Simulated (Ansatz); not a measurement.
## What BaH2 (model cell, started as CdI2 type) distorts into

Wanted: the energy along a soft mode of BaH2 (model cell, started as CdI2 type) and the structure at the end.

Program: Ansatz 0.2.0. Level of theory: DFT PBE, scalar-relativistic, plane waves, PAW. Results are calculated unless marked as measured.

The structure was built from a prototype and need not be the compound's stable phase.

**1. Starting point**

The structure is trigonal, space group P-3m1 (No. 164). Conventional cell: a = 4.256 Å, b = 4.256 Å, c = 4.314 Å, α = 90.00°, β = 90.00°, γ = 120.00°. Ba has 6 H at 2.66 Å nearest. H has 3 Ba at 2.66 Å nearest. Farther neighbours are not listed.

**2. Response at finite wavevector**

The cell comes from relaxations at this level that are not shown. Stability and thermal properties need the whole zone. Linear response on a 3×3×2 q mesh gives force constants as far as a supercell of that size would, and the tensors from the zone-centre run are typed in so that the long-range dipole term is interpolated apart.

input.yaml

```yaml
crystal:
  lattice:
    - [4.2561083035, 0.0, 0.0]
    - [-2.1280541517, 3.6858979121, 0.0]
    - [0.0, 0.0, 4.3138977816]
  atoms:
    - { symbol: Ba, position: [0.0, 0.0, 0.0] }
    - { symbol: H, position: [0.3333333333, 0.6666666667, 0.2370893061] }
    - { symbol: H, position: [0.6666666667, 0.3333333333, 0.7629106939] }
kpoints:
  mp_grid: { grid: [6, 6, 4] }
hamiltonian:
  xc: pbe
scf:
  occupations: { method: fixed }
output:
  eigenvalues: true
phonons:
  method: dfpt
  qmesh: [3, 3, 2]
  temperatures: { t_max: 1000, t_step: 50 }
  qpath:
    path:
      - [[0.0, 0.0, 0.0], [0.5, 0.0, 0.0], [0.33333333, 0.33333333, 0.0], [0.0, 0.0, 0.0], [0.0, 0.0, 0.5], [0.5, 0.0, 0.5], [0.33333333, 0.33333333, 0.5], [0.0, 0.0, 0.5]]
      - [[0.5, 0.0, 0.5], [0.5, 0.0, 0.0]]
      - [[0.33333333, 0.33333333, 0.5], [0.33333333, 0.33333333, 0.0]]
    npoints: 10
  non_analytic_term:
    high_frequency_dielectric_tensor: [[4.0448, 0.0, 0.0], [0.0, 4.0448, 0.0], [0.0, 0.0, 3.8318]]
    born_effective_charges:
      - { species: Ba, tensor: [[2.4669, 0.0, 0.0], [0.0, 2.4669, 0.0], [0.0, 0.0, 2.2557]] }
      - { species: H, tensor: [[-1.2335, 0.0, 0.0], [0.0, -1.2335, 0.0], [0.0, 0.0, -1.1278]] }
      - { species: H, tensor: [[-1.2335, 0.0, 0.0], [0.0, -1.2335, 0.0], [0.0, 0.0, -1.1278]] }
    source: "zone-centre run at this cell"
```

Launch:

```bash
ansatz run input.yaml --threads 4 --pin off --max-ram 7168MiB --backend cpu --events-out ev --progress --plain --runs-dir out
```

Numbers of over 12 decimals in the logs are rounded to 6 here.

The program printed:

```text
Warning: phonons: the dynamical matrix that this run interpolates holds no multipole term above the dipole-dipole one, and a site of this crystal is no centre of inversion, so its interpolated transverse optical and acoustic branches and sound speeds can stay off near Gamma, and the density of states and the thermodynamics with them. What a run solves at a wave vector of phonons.qpoints, Gamma apart, where the deck admits one, is free of this, and under fd what a larger phonons.supercell samples
Engine: ansatz 0.2.0, aarch64-unknown-linux-gnu
Pseudopotentials: kind: paw
Pseudopotential: Ba, paw, valence charge 10, recommended cutoff 420 eV (normal), Ba.paw.azcp
Pseudopotential: H, paw, valence charge 1, recommended cutoff 420 eV (normal), H.paw.azcp
Functional definition: PBE
  parameter kappa = 0.804
  parameter beta = 0.066725
  exchange = pbe_x(kappa = kappa, mu = beta*pi^2/3)
  correlation = pbe_c(beta = beta)
Crystal: 3 atoms, lattice volume = 67.675 Å³
Basis set: ecut = 420 eV, 1317 PW (Γ), exchange–correlation on 60×60×60 points (8 copies of the dense FFT grid, shifted against one another)
Bands: 10, of which v1, the nominal top of the filled ones, is band 6 counted from 1 (5 counted from 0)
Symmetry: 12 space group operations
k-points: 24 of 144
Non-local potential: Ba, projectors of the file, l = 0: 3, l = 1: 2, l = 2: 2, l = 3: 2
Non-local potential: H, projectors of the file, l = 0: 2, l = 1: 1
PAW form: soft (Blöchl's): semilocal exchange-correlation on the pseudo side does not see the compensation charge
PAW one-centre angular grid: Ba, 194 points (default); XC on 64 Gauss nodes
PAW one-centre angular grid: H, 110 points (default); XC on 64 Gauss nodes
Initial density: superposition of atomic densities (neutral atoms: chi_scale 0, normalization atom), corrected by the library's trained network
Initial wavefunctions: pseudopotential atomic-orbital guess
Functional: x = pbe(κ = 0.804, μ = 0.219515), c = pbe(β = 0.066725)
SCF iter   1: F=—  HF=-5982.167289 eV  |F-HF|=—  |Δ(HF+E_count)|=         —  Δρ=1.94e-3  dr2=3.10e-3  ethr=1.77e-3  ⟨swp⟩=4.8  Hψ=1538  notcnv=0  defer=42
preconditioner: auto → none  [insulator: Δε(μ)=1.514 eV  Ē_g=12.080 eV  n_scr=8 (ndim 8)  ℏωp=14.3 eV  f_vac=0.000  ε∞_Penn≈2.4]
SCF iter   2: F=—  HF=-5982.167055 eV  |F-HF|=—  |Δ(HF+E_count)|=   2.34e-4  Δρ=4.76e-4  dr2=1.34e-4  ethr=2.59e-5  ⟨swp⟩=2.9  Hψ=596  notcnv=0  defer=45
SCF iter   3: F=—  HF=-5982.167271 eV  |F-HF|=—  |Δ(HF+E_count)|=   2.16e-4  Δρ=1.44e-4  dr2=7.00e-6  ethr=1.12e-6  ⟨swp⟩=2.1  Hψ=350  notcnv=0  defer=45
SCF iter   4: F=—  HF=-5982.167315 eV  |F-HF|=—  |Δ(HF+E_count)|=   4.48e-5  Δρ=2.71e-5  dr2=3.27e-7  ethr=5.83e-8  ⟨swp⟩=2.0  Hψ=402  notcnv=0  defer=39
SCF iter   5: F=—  HF=-5982.167316 eV  |F-HF|=—  |Δ(HF+E_count)|=   7.98e-7  Δρ=5.81e-6  dr2=1.86e-8  ethr=2.72e-9  ⟨swp⟩=2.0  Hψ=363  notcnv=0  defer=17
SCF iter   6: F=—  HF=-5982.167316 eV  |F-HF|=—  |Δ(HF+E_count)|=   7.58e-8  Δρ=6.64e-7  dr2=3.34e-10  ethr=1.55e-10  ⟨swp⟩=2.0  Hψ=363  notcnv=0  defer=17
SCF iter   7: F=-5982.167316 eV  HF=-5982.167316 eV  |F-HF|=9.09e-13  |Δ(HF+E_count)|=  7.06e-10  Δρ=6.39e-8  dr2=3.20e-12  ethr=1.00e-12  ⟨swp⟩=8.5  Hψ=2322  notcnv=0
SCF 1 converged in 7 iterations: F = -5982.167316 eV  dr2 = 3.20e-12
  greatest PAW one-centre occupation: 0.955 electrons in one spin orbital (limit 2), on the Ba atom at site 0 (counted from 0), in its partial waves of l = 0
NSCF: frozen V_eff on 24 k-points
NSCF: frozen V_eff on 47 k-points
DFPT response loops at q = (0, 0, 0) (fractional): preconditioner auto → none (the input reference at scf.mixing.eps_inf says where Resta's filter doesn't serve); β = 0.50; Broyden in place of MSR1
NSCF: frozen V_eff on 94 k-points
DFPT response loops at q = (0, 0, -0.5) (fractional): preconditioner auto → Resta (q_TF=auto, 2.045 Å⁻¹)  ε∞=6.4 (no band partly filled); β = 1.00, the filter's whole step (`scf.mixing.beta` (0.50) is not read by the response loops at its default; to damp them type it under 1.00, their step now; it binds the ground state too); Broyden in place of MSR1
NSCF: frozen V_eff on 168 k-points
DFPT response loops at q = (0, 0.333333, 0) (fractional): mixed as the last ones told, above
NSCF: frozen V_eff on 168 k-points
DFPT response loops at q = (0, 0.333333, -0.5) (fractional): mixed as the last ones told, above
NSCF: frozen V_eff on 156 k-points
DFPT response loops at q = (0.333333, 0.333333, 0) (fractional): mixed as the last ones told, above
NSCF: frozen V_eff on 156 k-points
DFPT response loops at q = (0.333333, 0.333333, -0.5) (fractional): mixed as the last ones told, above
SCF converged after 7 iterations
Free energy (F): -5982.167316 eV
Harris-Foulkes:  -5982.167316 eV  (|F-HF|=9.09e-13)
Internal energy: -5982.167316 eV  (E = F + TS)
E sigma→0 (E₀):  -5982.167316 eV
Fermi energy:    4.059896 eV
--- Per-component energies (eV) ---
  E_band       = -86.893571
  E_kinetic    = 194.453105
  E_local      = -396.496364  (includes V_loc(G=0)·N_el)
  E_nonlocal   = 59.499207
  E_hartree    = 125.597582
  E_xc         = -186.025561
  E_vxc        = -158.677150  (∫ρ·V_xc dr)
  E_paw        = -5226.673377  (= ΣΔE_a)
  E_vpaw       = -36.865319  (= ΣTr[D̂ρ^β])
  E_aug_tail   = -0.002220  (compensation charges beyond the density's cutoff)
  E_ewald      = -552.519689
  E_smearing   = -0.000000  (= −TS)
  E_closure    = 0.000000  (closes the sum)
  Σ components = -5982.167316   (vs F -5982.167316, Δ=0.00e0)
--- Band table (eV; the first three rows and the last of 24) ---
  k-point 0: bands = ["-23.2004", "-8.4309", "-8.0519", "-8.0519", "0.5472", "4.0599", "5.7080", "7.4584", "7.4584", "10.1259"]
  k-point 1: bands = ["-23.1897", "-8.6094", "-8.0381", "-8.0381", "0.9956", "3.4928", "6.8862", "7.6194", "7.6194", "9.3301"]
  k-point 2: bands = ["-23.1789", "-8.7781", "-8.0242", "-8.0242", "1.6989", "2.7334", "7.7984", "7.7984", "8.7729", "8.8141"]
  k-point 23: bands = ["-23.1203", "-8.6308", "-8.4515", "-8.4515", "2.5473", "2.5473", "6.6212", "6.6212", "9.9641", "10.2147"]
--- Phonons (Γ-DFPT): 4 representative perturbations + reference (Σ response iterations 12) ---
  ASR residual: 1.153e-3 → 0.000e0 eV/Å²; symmetrization residual: 1.555e-7 eV/Å²
  ASR residual per site (eV/Å²): 1.15e-3 2.68e-5 2.68e-5
  Γ frequencies (cm⁻¹): -247.79 0.00 0.00 0.00 551.85 551.85 625.50 801.02 801.02
--- Phonons (arbitrary-q DFPT): 6 irreducible q on the 3×3×2 mesh ---
  q = [0.0000, 0.0000, 0.0000] (star 1, of the zone-centre solve; hermiticity 1.40e-7, symmetrization 3.74e-11): -247.79 -0.00 0.00 0.00 551.85 551.85 625.50 801.02 801.02
  q = [0.0000, 0.0000, -0.5000] (star 1, 4 solved perturbations in 142 linear systems a pass and spin channel, the states on 47 of 144 k-point pairs; hermiticity 2.02e-7, symmetrization 8.37e-10): -23.76 -23.76 22.69 641.35 641.35 645.73 656.71 750.75 750.75
  q = [0.0000, 0.3333, 0.0000] (star 6, 6 solved perturbations on 84 of 144 k-point pairs; hermiticity 7.51e-8, symmetrization 9.85e-11): -53.80 59.92 94.51 296.70 501.25 640.91 706.12 746.10 936.53
  q = [0.0000, 0.3333, -0.5000] (star 6, 6 solved perturbations on 84 of 144 k-point pairs; hermiticity 1.33e-7, symmetrization 7.82e-11): 26.60 29.20 90.56 303.79 479.25 621.60 744.29 760.47 862.88
  q = [0.3333, 0.3333, 0.0000] (star 2, 4 solved perturbations in 224 linear systems a pass and spin channel, the states on 78 of 144 k-point pairs; hermiticity 4.78e-8, symmetrization 5.90e-9): -71.44 97.73 97.73 382.18 382.18 569.33 736.21 736.21 923.71
  q = [0.3333, 0.3333, -0.5000] (star 2, 4 solved perturbations in 224 linear systems a pass and spin channel, the states on 78 of 144 k-point pairs; hermiticity 6.39e-8, symmetrization 7.26e-9): 62.89 81.94 81.94 393.51 393.51 679.68 753.72 753.72 833.96
  sum rule: each row above includes the acoustic sum rule's correction from the zone centre's row sums; it moved no ω² by more than (2.69 cm⁻¹)²
  mesh force constants: q→R imaginary residual 0.00e0; ASR residual 1.153e-3 → 0.000e0 eV/Å²; symmetrization residual 2.665e-15 eV/Å²
  interpolated dispersion: 94 rows × 9 modes
  density of states and harmonic sums: on the 18×18×14 q-mesh, interpolated from the force constants of a 3×3×2 supercell (with the dipole–dipole term of supplied tensors)
  largest difference from the sums on the solved wave vectors: F 1.86e-2 eV, S 2.42e-5 and C_V 4.87e-6 eV/K
  zero-point energy: 0.245209 eV/cell   skipped modes (ω ≤ 0): 348, of them read as no rigid motion or as one in doubt: 345 (7.167e-1 modes/cell left out, lowest -247.79 cm⁻¹)   left out of the sums: 7.97e-2 of the cell's modes: C_V's classical limit lies that fraction below 3 k_B per atom; for a crystal, a wire or a layer, F and S can be off by more, and a phonons.interpolated_qmesh denser along its periods is the remedy for the sampling
```

Elapsed: 47 s, on 4 threads of Arm Neoverse V2, shared host; peak memory 0.51 GiB.

Reading the cycles: dr2 is the Hartree energy of the density residual (eV), the measure of convergence; HF is the Harris–Foulkes estimate of the energy, which meets the free energy F at convergence.

A gap read on the k-mesh alone can miss the band edges.

This step gave:

* gap on the k-mesh: 1.469 eV
* volume per atom: 22.56 Å³
* sum-rule residual before enforcement: 0.001153 eV/Å²
* lowest frequency on the path: -247.8 cm⁻¹
* point group: -3m
* highest frequency on the path or at a solved wavevector: 949.7 cm⁻¹
* highest optical mode at the zone centre (no LO-TO term): 801.0 cm⁻¹
* lowest optical zone-centre mode: -247.8 cm⁻¹
* lowest mode on the q mesh (acoustic modes at Γ apart): -247.8 cm⁻¹

Frequencies (cm⁻¹) solved at each irreducible wavevector; negative means imaginary. Frequencies by wavevector, by row:

```
q in reciprocal lattice units  star  mode 1  mode 2  mode 3  mode 4  mode 5  mode 6  mode 7  mode 8  mode 9
                        0 0 0     1  -247.8       0       0       0   551.9   551.9   625.5     801     801
                     0 0 -0.5     1   -23.8   -23.8    22.7   641.4   641.4   645.7   656.7   750.8   750.8
                   0 0.3333 0     6   -53.8    59.9    94.5   296.7   501.2   640.9   706.1   746.1   936.5
                0 0.3333 -0.5     6    26.6    29.2    90.6   303.8   479.2   621.6   744.3   760.5   862.9
              0.3333 0.3333 0     2   -71.4    97.7    97.7   382.2   382.2   569.3   736.2   736.2   923.7
           0.3333 0.3333 -0.5     2    62.9    81.9    81.9   393.5   393.5   679.7   753.7   753.7     834
```

Interpolated from a 3×3×2 q mesh, rough between the solved points, with the LO-TO term (at Γ the limit along the path; where Γ stands inside the path, tables give the limit on arrival). Phonon branches along the path, in cm⁻¹:

```csv
point,branch 1,branch 2,branch 3,branch 4,branch 5,branch 6,branch 7,branch 8,branch 9
Γ,-248,0,0,0,552,626,801,801,925
halfway,-49,50,74,197,553,610,746,769,928
M,-64,68,109,404,406,656,687,704,950
halfway,-67,80,107,391,397,602,709,735,935
K,-71,98,98,382,382,569,736,736,924
halfway,-51,51,90,245,529,612,731,771,925
Γ,-248,0,0,0,552,626,801,801,925
halfway,-16,-16,16,591,591,635,655,782,782
A,-24,-24,23,641,641,646,657,751,751
halfway,19,30,73,369,512,632,750,770,828
L,-44,37,102,265,475,609,696,777,894
halfway,41,57,97,311,448,673,691,770,871
H,63,82,82,394,394,680,754,754,834
halfway,-11,51,79,339,485,680,714,761,845
A,-24,-24,23,641,641,646,657,751,751
jump to L,-44,37,102,265,475,609,696,777,894
halfway,-40,55,107,327,440,634,685,754,921
M,-64,68,109,404,406,656,687,704,950
jump to H,63,82,82,394,394,680,754,754,834
halfway,-18,90,90,386,386,618,746,746,886
K,-71,98,98,382,382,569,736,736,924
```

The phonon branches as a text plot (rows in cm⁻¹):

```
    925 |*******************                           ****    **
    875 |                             ******  ***    **      **
    825 |                   *       **      **   *         **
    775 |*****        ****** ****************    *******   **
    725 |   ************          **** **   *********   ***  ****
    675 |     ***           *******      ****** *** *********
    625 |** **   *    **  ****************         ******    **
    575 |****     ****  *******   *               ***          **
    526 |    *                     ***           * *
    476 |     *       **              *****     *    **
    426 |      **    *              *      *****  *    ****
    376 |      * *****               *      **   *       ********
    326 |     *       *               *    *  ***      **
    276 |    *         *               ****          **
    226 |
    176 |   *           *
    126 |  *  ***** ***                  *           ******
     77 |   **************          ***** ********      *********
     27 |****           ********************  **********     *
    -23 |**               **********   ***       ********     *
    -73 |  **************                                **    **
   -123 |                *
   -173 |                 *
   -223 |**                *
         Γ     M    K       Γ     A     L    H      A|L   M|H   K
```

Symmetry leaves 6 wavevectors to solve. The lowest mode among them, the acoustic zeros apart, lies at Γ and is imaginary, 247.8i cm⁻¹, so the energy falls along it.

**3. The mode frozen in, largest atomic shift 0 Å**

The mode followed lies at q = (0.333, 0.333, 0) with frequency 71.4i cm⁻¹, one of the unstable modes though not the softest. At small amplitude the distorted cell has space group no. 147 by a symmetry search on the positions. The undistorted cell that holds it gives the zero of energy on the same k mesh.

System of this step: BaH2 (model cell, started as CdI2 type). Symmetry: P-3m1, No. 164, trigonal system. Conventional cell: a = 4.256 Å, b = 4.256 Å, c = 4.314 Å, α = 90.00°, β = 90.00°, γ = 120.00°. Ba has 6 H at 2.66 Å nearest. Nearest to H lie 3 Ba at 2.66 Å. Farther neighbours are not listed.

input.yaml

```yaml
crystal:
  lattice:
    - [0.0, 0.0, -4.3138977816]
    - [0.0, -7.3717958241, 0.0]
    - [-6.3841624552, 3.6858979121, 0.0]
  atoms:
    - { symbol: Ba, position: [1.0, 0.6666666667, 0.3333333333] }
    - { symbol: Ba, position: [1.0, 0.3333333333, 0.6666666667] }
    - { symbol: Ba, position: [1.0, 1.0, 1.0] }
    - { symbol: H, position: [0.7629106939, 0.3333333333, 0.3333333333] }
    - { symbol: H, position: [0.7629106939, 0.0, 0.6666666667] }
    - { symbol: H, position: [0.7629106939, 0.6666666667, 1.0] }
    - { symbol: H, position: [0.2370893061, 0.3333333333, 1.0] }
    - { symbol: H, position: [0.2370893061, 1.0, 0.3333333333] }
    - { symbol: H, position: [0.2370893061, 0.6666666667, 0.6666666667] }
kpoints:
  mp_grid: { grid: [6, 6, 6] }
hamiltonian:
  xc: pbe
scf:
  occupations: { method: gaussian, width: 0.02 }
output:
  forces: true
  stress: true
  eigenvalues: true
```

The program printed:

```text
[...]
Crystal: 9 atoms, lattice volume = 203.024 Å³
Basis set: ecut = 420 eV, 3963 PW (Γ), exchange–correlation on 60×100×100 points (8 copies of the dense FFT grid, shifted against one another)
Bands: 27, of which v1, the nominal top of the filled ones, is band 18 counted from 1 (17 counted from 0)
Symmetry: 36 space group operations
[...]
k-points: 34 of 216
[...]
k-point 0: bands = [... 14 lower, 2.6333, 2.6333, 2.6333, 4.0595, 5.7080, 6.3118, 6.3118, 7.4583, ... 4 higher]
  k-point 1: bands = [... 14 lower, 2.5501, 2.5974, 2.8066, 3.8220, 5.7805, 6.3082, 6.3297, 7.5864, ... 4 higher]
  k-point 2: bands = [... 14 lower, 2.2222, 2.6297, 2.9725, 3.3405, 5.9697, 6.2800, 6.3305, 7.2486, ... 4 higher]
  k-point 33: bands = [... 14 lower, 1.9393, 3.0912, 3.0912, 3.0912, 6.0485, 6.0485, 6.0485, 8.0168, ... 4 higher]
[key lines of the parts left out:]
SCF converged after 6 iterations
Free energy (F): -17946.502451 eV
Fermi energy:    4.793825 eV
P = ⅓ Tr σ = -0.0078 GPa (-0.078 kbar)
```

Run time: 11 s. Hardware: 4 threads; peak memory 0.56 GiB.

This step gave:

| Item | Value |
| --- | --- |
| pressure | -0.007832 GPa |
| energy from the undistorted cell | 0 meV/atom |

At this level the gap is 1.47 eV on the k-mesh of the self-consistent run, which can miss the band edges.

**4. The mode frozen in, largest atomic shift 0.6 Å**

The atoms are moved along the unstable eigenvector, the largest shift by 0.6 Å, with the cell fixed.

input.yaml

```yaml
crystal:
  lattice:
    - [0.0, 0.0, -4.3138977816]
    - [0.0, -7.3717958241, 0.0]
    - [-6.3841624552, 3.6858979121, 0.0]
  atoms:
    - { symbol: Ba, position: [1.139085354, 0.6666666667, 0.3333334776] }
    - { symbol: Ba, position: [1.0000016818, 0.3333333333, 0.6666666667] }
    - { symbol: Ba, position: [0.8609180097, 1.0, 0.9999998557] }
    - { symbol: H, position: [0.7629106939, 0.4022251241, 0.3677798535] }
    - { symbol: H, position: [0.7629116487, -0.034444021, 0.5977757343] }
    - { symbol: H, position: [0.7629097391, 0.632221396, 1.0344456617] }
    - { symbol: H, position: [0.2370893061, 0.2644415425, 0.9655547294] }
    - { symbol: H, position: [0.2370902609, 1.0344477697, 0.2988901707] }
    - { symbol: H, position: [0.2370883513, 0.7011119373, 0.735557599] }
kpoints:
  mp_grid: { grid: [6, 6, 6] }
hamiltonian:
  xc: pbe
scf:
  occupations: { method: gaussian, width: 0.02 }
output:
  forces: true
  stress: true
  eigenvalues: true
```

The program printed:

```text
[...]
k-point 0: bands = [... 14 lower, 2.6165, 2.6390, 2.6390, 3.2611, 5.8821, 6.4212, 7.3985, 7.4801, ... 4 higher]
  k-point 1: bands = [... 14 lower, 2.5238, 2.5873, 2.7285, 3.2574, 5.8925, 6.4854, 6.8366, 7.5887, ... 4 higher]
  k-point 2: bands = [... 14 lower, 2.1679, 2.6384, 2.8242, 3.1656, 5.9127, 6.4549, 6.5897, 7.4279, ... 4 higher]
  k-point 43: bands = [... 14 lower, 2.1042, 2.6422, 2.9017, 2.9017, 6.1109, 6.1109, 6.3139, 7.6155, ... 4 higher]
[key lines of the parts left out:]
SCF converged after 6 iterations
Free energy (F): -17947.140447 eV
Fermi energy:    4.473990 eV
P = ⅓ Tr σ = -1.8295 GPa (-18.295 kbar)
```

Wall time 4.4 s (4 threads); peak memory 0.58 GiB.

This step gave:

```
pressure                         : -1.829 GPa
gap on the k-mesh                : 2.421 eV
energy from the undistorted cell : -70.89 meV/atom
```

The energy, extrapolated to zero smearing, is -70.89 meV/atom against the undistorted cell.

The run ends at a pressure of -1.83 GPa, with forces up to 0.81 eV/Å.

**5. Energy along the mode, all amplitudes (two of the runs are shown above)**

An imaginary frequency means negative curvature, so the energy should fall and then rise again as anharmonic terms take over.

This step gave:

```yaml
depth_at_the_lowest_point_sampled: 70.89 meV/atom
largest_atomic_shift_at_that_point: 0.6 Å
```

The energy from the parent by largest atomic shift:

| largest atomic shift (Å) | energy from the parent (meV/atom) |
| --- | --- |
| 0.000 | 0 |
| 0.040 | -0.461 |
| 0.080 | -1.83 |
| 0.140 | -5.53 |
| 0.220 | -13.2 |
| 0.320 | -26.3 |
| 0.450 | -46.7 |
| 0.600 | -70.9 |

Displacement at unit largest shift by atom:

```csv
atom,x (Å),y (Å),z (Å),size
Ba1,0.00,0.00,-1.00,1.00
Ba2,0.00,0.00,0.00,0.00
Ba3,0.00,0.00,1.00,1.00
H4,-0.37,-0.64,0.00,0.73
H5,0.73,0.00,0.00,0.73
H6,-0.37,0.64,0.00,0.73
H7,0.37,0.64,0.00,0.73
H8,0.37,-0.64,0.00,0.73
H9,-0.73,0.00,0.00,0.73
```

The lowest of the steps tried is the last one, at 0.6 Å, 70.9 meV/atom below the parent; the bottom of the well need not coincide with a step.

(Continued in part 2 of 2.)

[Logs are printed without paths, hosts, clocks, repeated set-up lines and the standing remarks that a program may print on its own settings, such as how far it seeks lower states.]

[Hosts, paths, dates, database ids (printed as entryN), source tags and the programs' standing remarks are cut or masked in the printed files.]
